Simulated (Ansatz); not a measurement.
# Resistivity from frozen vibrations: Zr(0001) with 2 thermally displaced layers, 2x2

Wanted: the phonon-limited resistivity of Zr at 80 K by the Landauer route. The measured value for the pure metal at this temperature is 6.64 µΩ cm (CRC Handbook of Chemistry and Physics, 84th ed., 2003, Electrical Resistivity of Pure Metals).

Program: Ansatz 0.2.0. Level of theory: Ansatz plane-wave DFT, PBE, PAW files; ballistic transport by layer matching (Landauer), zero bias; PAW set soft_1. Results are calculated unless marked as measured.

### Step 1. The structure

The cell holds 48 atoms: 48 Zr. Cell: a = 6.464 Å, b = 6.464 Å, c = 30.882 Å, α = 90.0°, β = 90.0°, γ = 120.0°. It derives from Zr. Regions: lead, 40 atoms (40 Zr); scattering region, 8 atoms (8 Zr). The structure is stacked along c, and the current runs across the ab planes.

### Step 2. With 2 displaced layers

Each atom of 2 layers is moved at random, by amounts drawn from a normal law 0.0447 Å wide in each direction from the Debye model (291 K) at 80 K. The layers about the cell's end stay perfect and serve as the lead. Disorder leaves little or no symmetry, which makes such runs dear. Energies from -0.05 to 0.05 eV in steps of 0.05 eV are too few for the program's thermal sum, so it prints no conductance; for a metal the transmission near the Fermi level serves, at a fraction of the cost.

Input file input.yaml:

```yaml
crystal:
  lattice:
    - [6.464, 0.0, 0.0]
    - [-3.232, 5.5979882101, 0.0]
    - [0.0, 0.0, 30.882]
  atoms:
    - { symbol: Zr, position: [0.1666666667, 0.3333333333, 0.0416666667] }
    - { symbol: Zr, position: [0.1666666667, 0.8333333333, 0.0416666667] }
    - { symbol: Zr, position: [0.6666666667, 0.3333333333, 0.0416666667] }
    - { symbol: Zr, position: [0.6666666667, 0.8333333333, 0.0416666667] }
    - { symbol: Zr, position: [0.3333333333, 0.1666666667, 0.125] }
    - { symbol: Zr, position: [0.3333333333, 0.6666666667, 0.125] }
    - { symbol: Zr, position: [0.8333333333, 0.1666666667, 0.125] }
    - { symbol: Zr, position: [0.8333333333, 0.6666666667, 0.125] }
    - { symbol: Zr, position: [0.1666666667, 0.3333333333, 0.2083333333] }
    - { symbol: Zr, position: [0.1666666667, 0.8333333333, 0.2083333333] }
    - { symbol: Zr, position: [0.6666666667, 0.3333333333, 0.2083333333] }
    - { symbol: Zr, position: [0.6666666667, 0.8333333333, 0.2083333333] }
    - { symbol: Zr, position: [0.3333333333, 0.1666666667, 0.2916666667] }
    - { symbol: Zr, position: [0.3333333333, 0.6666666667, 0.2916666667] }
    - { symbol: Zr, position: [0.8333333333, 0.1666666667, 0.2916666667] }
    - { symbol: Zr, position: [0.8333333333, 0.6666666667, 0.2916666667] }
    - { symbol: Zr, position: [0.1666666667, 0.3333333333, 0.375] }
    - { symbol: Zr, position: [0.1666666667, 0.8333333333, 0.375] }
    - { symbol: Zr, position: [0.6666666667, 0.3333333333, 0.375] }
    - { symbol: Zr, position: [0.6666666667, 0.8333333333, 0.375] }
    - { symbol: Zr, position: [0.3336755928, 0.1656110787, 0.4592609507] }
    - { symbol: Zr, position: [0.3319191012, 0.6623863842, 0.4588570841] }
    - { symbol: Zr, position: [0.8461408564, 0.1742343459, 0.4573140112] }
    - { symbol: Zr, position: [0.822086467, 0.6616863731, 0.4583931918] }
    - { symbol: Zr, position: [0.1497033175, 0.3315850719, 0.5398620325] }
    - { symbol: Zr, position: [0.1594249159, 0.8289844154, 0.5412085231] }
    - { symbol: Zr, position: [0.6736802684, 0.3416635682, 0.5414804912] }
    - { symbol: Zr, position: [0.673464968, 0.828018075, 0.5421758099] }
    - { symbol: Zr, position: [0.3333333333, 0.1666666667, 0.625] }
    - { symbol: Zr, position: [0.3333333333, 0.6666666667, 0.625] }
    - { symbol: Zr, position: [0.8333333333, 0.1666666667, 0.625] }
    - { symbol: Zr, position: [0.8333333333, 0.6666666667, 0.625] }
    - { symbol: Zr, position: [0.1666666667, 0.3333333333, 0.7083333333] }
    - { symbol: Zr, position: [0.1666666667, 0.8333333333, 0.7083333333] }
    - { symbol: Zr, position: [0.6666666667, 0.3333333333, 0.7083333333] }
    - { symbol: Zr, position: [0.6666666667, 0.8333333333, 0.7083333333] }
    - { symbol: Zr, position: [0.3333333333, 0.1666666667, 0.7916666667] }
    - { symbol: Zr, position: [0.3333333333, 0.6666666667, 0.7916666667] }
    - { symbol: Zr, position: [0.8333333333, 0.1666666667, 0.7916666667] }
    - { symbol: Zr, position: [0.8333333333, 0.6666666667, 0.7916666667] }
    - { symbol: Zr, position: [0.1666666667, 0.3333333333, 0.875] }
    - { symbol: Zr, position: [0.1666666667, 0.8333333333, 0.875] }
    - { symbol: Zr, position: [0.6666666667, 0.3333333333, 0.875] }
    - { symbol: Zr, position: [0.6666666667, 0.8333333333, 0.875] }
    - { symbol: Zr, position: [0.3333333333, 0.1666666667, 0.9583333333] }
    - { symbol: Zr, position: [0.3333333333, 0.6666666667, 0.9583333333] }
    - { symbol: Zr, position: [0.8333333333, 0.1666666667, 0.9583333333] }
    - { symbol: Zr, position: [0.8333333333, 0.6666666667, 0.9583333333] }
kpoints:
  mp_grid: { grid: [4, 4, 1] }
hamiltonian:
  xc: pbe
  pseudopotentials: { kind: paw, azcp: { folder: soft_1 } }
scf:
  occupations: { method: fermi_dirac, width: 0.1 }
output:
  transmission: { leads: [[0, 8]], kmesh: [8, 8], e_range: [-0.05, 0.05], de: 0.05 }
  write_potential: true
  write_density: true
  volumetric_format: npy
  elf: true
```

On the command line:

```console
$ ansatz run input.yaml --threads 4 --pin off --max-ram 15360MiB --backend cpu --events-out ev --progress --plain --runs-dir out
```

Numbers of over 12 decimals in the logs are rounded to 6 here.

Log:

```text
Engine: ansatz 0.2.0, x86_64-unknown-linux-gnu
Pseudopotentials: kind: paw
Pseudopotential: Zr, paw, valence charge 12, recommended cutoff 420 eV (normal), soft_1/Zr.paw.azcp
Functional definition: PBE
  parameter kappa = 0.804
  parameter beta = 0.066725
  exchange = pbe_x(kappa = kappa, mu = beta*pi^2/3)
  correlation = pbe_c(beta = beta)
Crystal: 48 atoms, lattice volume = 1117.477 Å³
Basis set: ecut = 420 eV, 21835 PW (Γ)
Bands: 346, of which v1, the nominal top of the filled ones, is band 288 counted from 1 (287 counted from 0)
Symmetry: 1 space group operations
Space group: P1 (ITA 1), of the structure as read, at distance tolerance 1.0e-4 Å
k-points: 10 of 16 (time reversal used)
Non-local potential: Zr, projectors of the file, l = 0: 3, l = 1: 2, l = 2: 2, l = 3: 1
PAW form: soft (Blöchl's): semilocal exchange-correlation on the pseudo side does not see the compensation charge
PAW one-centre angular grid: Zr, 590 points (default); XC on 64 Gauss nodes
Initial density: superposition of atomic densities (chi_scale 0.1, normalization cell)
Initial wavefunctions: pseudopotential atomic-orbital guess
Functional: x = pbe(κ = 0.804, μ = 0.219515), c = pbe(β = 0.066725)
SCF iter   1: F=—  HF=-200830.021599 eV  |F-HF|=—  |Δ(HF+E_count)|=         —  Δρ=2.88e-2  dr2=1.25e1  ethr=3.10e-3  ⟨swp⟩=5.6  Hψ=13126  notcnv=0
preconditioner: auto → Kerker (q_TF=auto, 2.443 Å⁻¹)  [metal: Δε(μ)=0.072 eV  Ē_g=2.595 eV  σ=0.100 eV  W_gap=0.17  n_scr=294 (ndim 8)  ℏωp=15.4 eV  f_vac=0.000  D(μ)=44.51/eV (n_scr^D=368)]
SCF iter   2: F=—  HF=-200827.200314 eV  |F-HF|=—  |Δ(HF+E_count)|=    2.82e0  Δρ=1.75e-2  dr2=4.29e0  ethr=2.16e-3  ⟨swp⟩=2.1  Hψ=4294  notcnv=0
SCF iter   3: F=—  HF=-200825.958448 eV  |F-HF|=—  |Δ(HF+E_count)|=    1.24e0  Δρ=2.52e-3  dr2=1.00e-1  ethr=7.45e-4  ⟨swp⟩=2.9  Hψ=6816  notcnv=0
SCF iter   4: F=—  HF=-200825.957885 eV  |F-HF|=—  |Δ(HF+E_count)|=   5.63e-4  Δρ=8.00e-4  dr2=2.13e-2  ethr=1.74e-5  ⟨swp⟩=2.0  Hψ=4308  notcnv=0
SCF iter   5: F=—  HF=-200825.956640 eV  |F-HF|=—  |Δ(HF+E_count)|=   1.24e-3  Δρ=2.37e-4  dr2=8.84e-4  ethr=3.69e-6  ⟨swp⟩=2.0  Hψ=4552  notcnv=0
SCF iter   6: F=—  HF=-200825.956618 eV  |F-HF|=—  |Δ(HF+E_count)|=   2.25e-5  Δρ=6.54e-5  dr2=2.57e-4  ethr=1.53e-7  ⟨swp⟩=2.6  Hψ=6911  notcnv=0
SCF iter   7: F=—  HF=-200825.956599 eV  |F-HF|=—  |Δ(HF+E_count)|=   1.89e-5  Δρ=2.01e-5  dr2=5.59e-6  ethr=4.45e-8  ⟨swp⟩=1.9  Hψ=3950  notcnv=0
SCF iter   8: F=—  HF=-200825.956728 eV  |F-HF|=—  |Δ(HF+E_count)|=   1.29e-4  Δρ=6.23e-6  dr2=1.02e-6  ethr=9.70e-10  ⟨swp⟩=2.2  Hψ=4785  notcnv=0
SCF iter   9: F=—  HF=-200825.956728 eV  |F-HF|=—  |Δ(HF+E_count)|=  7.28e-10  Δρ=2.14e-6  dr2=1.68e-7  ethr=1.76e-10  ⟨swp⟩=2.0  Hψ=4312  notcnv=0
SCF iter  10: F=-200825.956728 eV  HF=-200825.956728 eV  |F-HF|=1.24e-8  |Δ(HF+E_count)|=   5.36e-9  Δρ=6.29e-7  dr2=1.53e-8  ethr=1.74e-11  ⟨swp⟩=7.5  Hψ=7641  notcnv=0
SCF 1 converged in 10 iterations: F = -200825.956728 eV  dr2 = 1.53e-8
  greatest PAW one-centre occupation: 0.997 electrons in one spin orbital (limit 2), on the Zr atom at site 24 (counted from 0), in its partial waves of l = 0
transmission: 168 of 1666 steps passed
transmission: 342 of 1666 steps passed
[...]
transmission: 1666 of 1666 steps passed
SCF converged after 10 iterations
Free energy (F): -200825.956728 eV
Harris-Foulkes:  -200825.956728 eV  (|F-HF|=1.24e-8)
Internal energy: -200824.216318 eV  (E = F + TS)
E sigma→0 (E₀):  -200825.086523 eV
Entropy (-TS):   -1.740409 eV (-36.259 meV/atom)
Fermi energy:    13.961215 eV
--- Per-component energies (eV) ---
  E_band       = -4664.229747
  E_kinetic    = 15151.661931
  E_local      = -29012.814028  (includes V_loc(G=0)·N_el)
  E_nonlocal   = 3603.685492
  E_hartree    = 9440.171473
  E_xc         = -7417.206713
  E_vxc        = -8763.800046  (∫ρ·V_xc dr)
  E_paw        = -142266.375884  (= ΣΔE_a)
  E_vpaw       = -4523.303163  (= ΣTr[D̂ρ^β])
  E_aug_tail   = -0.001205  (compensation charges beyond the density's cutoff)
  E_ewald      = -50323.337384
  E_smearing   = -1.740409  (= −TS)
  E_closure    = 0.000000  (closes the sum)
  Σ components = -200825.956728   (vs F -200825.956728, Δ=0.00e0)
--- Band table (eV; the first three rows and the last of 10) ---
  k-point 0: bands = [... 284 lower, 14.5156, 14.6335, 14.6368, 14.6402, 14.6424, 14.6930, 14.6949, 14.6999, ... 54 higher]
  k-point 1: bands = [... 284 lower, 14.1370, 14.1466, 14.1683, 14.1773, 14.1856, 14.1955, 14.1984, 14.3151, ... 54 higher]
  k-point 2: bands = [... 284 lower, 13.6058, 13.6105, 13.6388, 13.6444, 13.8886, 13.8939, 13.9082, 13.9122, ... 54 higher]
  k-point 9: bands = [... 284 lower, 13.6067, 13.6147, 13.6305, 13.6381, 13.8948, 13.9038, 13.9095, 13.9158, ... 54 higher]
--- Transmission ---
  basis      : 313 plane waves across, 49 finite elements along
  points     : 34, standing for a mesh of 8 x 8
  energies   : 3 from -0.050000 to 0.050000 eV about the Fermi level, 0.050000 eV apart; the leads are filled to 0.000000 eV, and channels, transmission and decay are at 0.000000 eV
  crystal 0  : Zr8, at the sites [0, 8], period 5.1470 Å, over 25.74 Å; its Hamiltonian steps by up to 3.7 meV
    offset         : up to 0.0000 Å between an atom of the period and one for which it stands
    channels       : 2.625000e0 a spin
    conductance    : none, the energies end too early or step too widely for 300 K: set another output.transmission.e_range or a lower de, or, where they end at an eighth of basis.ecutwfc, a higher one
    slowest decay  : 0.0513 /Å at (0.0000, 0.0000)
  junction   : crystal 0 to crystal 0, 0.70 to 26.43 Å
    transmission   : 2.549892e0 a spin
    conductance    : none, the energies end too early or step too widely for 300 K: set another output.transmission.e_range or a lower de, or, where they end at an eighth of basis.ecutwfc, a higher one
```

Elapsed: 4.9 min, on 4 threads of Intel Xeon 6975P-C (Granite Rapids), shared host; peak memory 7.4 GiB; 17 min of CPU time.

The column dr2 measures how far the density is from self-consistency, as an energy; F and HF (Harris–Foulkes) agree once it is small.

Numbers from this step:

| Quantity | Value |
| --- | --- |
| free energy | -200825.9567 eV |
| energy at zero smearing | -200825.0865 eV |
| Fermi energy | 13.96 eV |
| cell area | 36.19 Å² |
| transmission per spin nearest the Fermi level | 2.550 |
| open channels per spin nearest the Fermi level | 2.625 |
| step of the lead's potential | 3.7 meV |

Per spin. The transmission, zone mean by energy, zero at the Fermi level:

```tsv
energy (eV)	transmission, zone mean
-0.0500	2.75
0.0000	2.55
0.0500	2.68
```

Per spin. Open channels, zone mean, lead against energy, zero at the Fermi level:

```tsv
energy (eV)	open channels, zone mean, lead
-0.0500	2.81
0.0000	2.62
0.0500	2.84
```

Transmission over k1 and k2. At 0.0000 eV from the Fermi level.

Ten even steps from '0' (0.00) to '9' (3.93):
```
59999444
59555954
49544594
99540459
44954459
54595559
54449999
95449445
```
Columns: k1 (b1) from -0.5 to 0.375; rows upwards: k2 (b2) from -0.5 to 0.375.

Open channels over k1 and k2. At 0.0000 eV from the Fermi level.

Ten even steps from '_' (0.00) to '@' (4.00):
```
++@@@@@@@@++++++
++@@++++++@@++++
++@@++++++++@@++
@@@@++++__++++@@
++++@@++++++++@@
++++++@@++++++@@
++++++++@@@@@@@@
@@++++++@@++++++
```
Columns: k1 (b1) from -0.5 to 0.375; rows upwards: k2 (b2) from -0.5 to 0.375.

Valence density in the ca plane at fractional y = 0.166, with atoms of Zr within 0.2 Å of it. It is the smooth field of the valence electrons, not physical close to the nuclei.

Values in e/Å³, 9 rows by 16 columns, each cell a mean:
```
0.3 2.1 1.0 0.2 0.2 0.2 2.1 1.4 0.2 0.3 0.2 1.4 1.8 0.2 0.2 0.2
0.4 3.6 1.9 0.2 0.2 0.3 3.2 2.3 0.2 0.2 0.2 2.6 3.1 0.3 0.2 0.2
0.2 1.3 0.6 0.2 0.3 0.2 1.0 0.7 0.2 0.3 0.2 0.9 1.1 0.2 0.3 0.2
0.2 0.2 0.2 0.3 0.6 0.2 0.2 0.2 0.2 0.5 0.2 0.2 0.2 0.2 0.6 0.3
0.2 0.7 0.4 0.2 0.3 0.2 0.6 0.5 0.2 0.3 0.2 0.5 0.6 0.2 0.3 0.2
0.4 3.4 1.7 0.2 0.2 0.2 2.8 2.4 0.2 0.2 0.2 2.3 2.8 0.2 0.2 0.2
0.3 2.8 1.3 0.2 0.2 0.2 2.3 1.9 0.2 0.2 0.2 1.9 2.3 0.2 0.2 0.2
0.2 0.4 0.2 0.2 0.5 0.2 0.3 0.3 0.2 0.4 0.2 0.3 0.3 0.2 0.5 0.2
0.2 0.2 0.2 0.2 0.5 0.2 0.2 0.2 0.2 0.6 0.2 0.2 0.2 0.2 0.5 0.2
```
Columns run along c (16.0 Å, from fractional 0.24 to 0.76 of the cell), rows up along a (6.5 Å). Atoms in or near the plane, at fractional coordinates: Zr at (0.29, 0.33), Zr at (0.29, 0.83), Zr at (0.46, 0.33), Zr at (0.46, 0.85), Zr at (0.62, 0.33), Zr at (0.62, 0.83).

Electrostatic potential energy in the ca plane at fractional y = 0.166, with atoms of Zr within 0.2 Å of it. With pseudopotentials it is smooth inside the atoms' cores, unlike the true potential.

Ten even steps from '0' (-45 eV) to '9' (16 eV), each cell a mean:
```
99854478999999998533689998899987445899999999
98510037999999996100269999999973001689999999
98400026999999985000169999999962000489999999
98510037999999996200279999999973001589999999
99753368999999998644689999999986335799999999
99987889998778999888999988889998878999877899
99999999997668999999999987789999999999866789
99999999998678999999999987789999999999876789
99876689998889999866799998899998767899988899
99731258999999998421479999999985213799999999
98510027999999996100159999999962001589999999
98400026999999996100158999999962000489999999
99631148999999997411379999999984113699999999
99875679999889999766789998899997657899988899
99999999998678999999999987789999999999876789
99999999997668999999999976679999999999866789
99988899998778999888899987789999888999877899
```
Columns run along c (16.0 Å, from fractional 0.24 to 0.76 of the cell; values clipped at the 3rd and 97th percentile), rows up along a (6.5 Å). Atoms in or near the plane, at fractional coordinates: Zr at (0.29, 0.33), Zr at (0.29, 0.83), Zr at (0.46, 0.33), Zr at (0.46, 0.85), Zr at (0.62, 0.33), Zr at (0.62, 0.83).

ELF in the ca plane at fractional y = 0.166, with atoms of Zr within 0.2 Å of it. It is the smooth field of the valence electrons, not physical close to the nuclei.

Ten even steps from '0' (0.16) to '9' (0.76), each cell a mean:
```
20058730121001210588401100002103785002100022
41598982255556415978931454455228989514655562
51792594278888616934951688887249529715888873
41597893256556514988931566666239879514665662
20168840121112210477301221122104886102211122
12001101200210021010012001100210110021012101
03321124201441024211243003310242112330034201
03210013201330023100132002200231001230023101
11014300110000110133101100001200341011001002
30289961143223311799720332233116998203322332
41694693267777614965961577775149749615877773
41793694268778615954961588775149639715887873
30389971144334411799820444344117998303433342
11025410110100110144201100001101452011001012
03200012201330033100122002200221000230023101
03421134201441034201242014410242112430035201
12100001200210021011012003300210000121012001
```
Columns run along c (16.0 Å, from fractional 0.24 to 0.76 of the cell), rows up along a (6.5 Å). Atoms in or near the plane, at fractional coordinates: Zr at (0.29, 0.33), Zr at (0.29, 0.83), Zr at (0.46, 0.33), Zr at (0.46, 0.85), Zr at (0.62, 0.33), Zr at (0.62, 0.83).

Over the solved energies the transmission per spin lies between 2.55 and 2.75, out of 2.76 channels of the lead on average (up to 2.84).

(Continued in part 2 of 2.)

[Logs are printed without paths, hosts, clocks, repeated set-up lines and the standing remarks that a program may print on its own settings, such as how far it seeks lower states.]

[Hosts, paths, dates, database ids (printed as entryN), source tags and the programs' standing remarks are cut or masked in the printed files.]
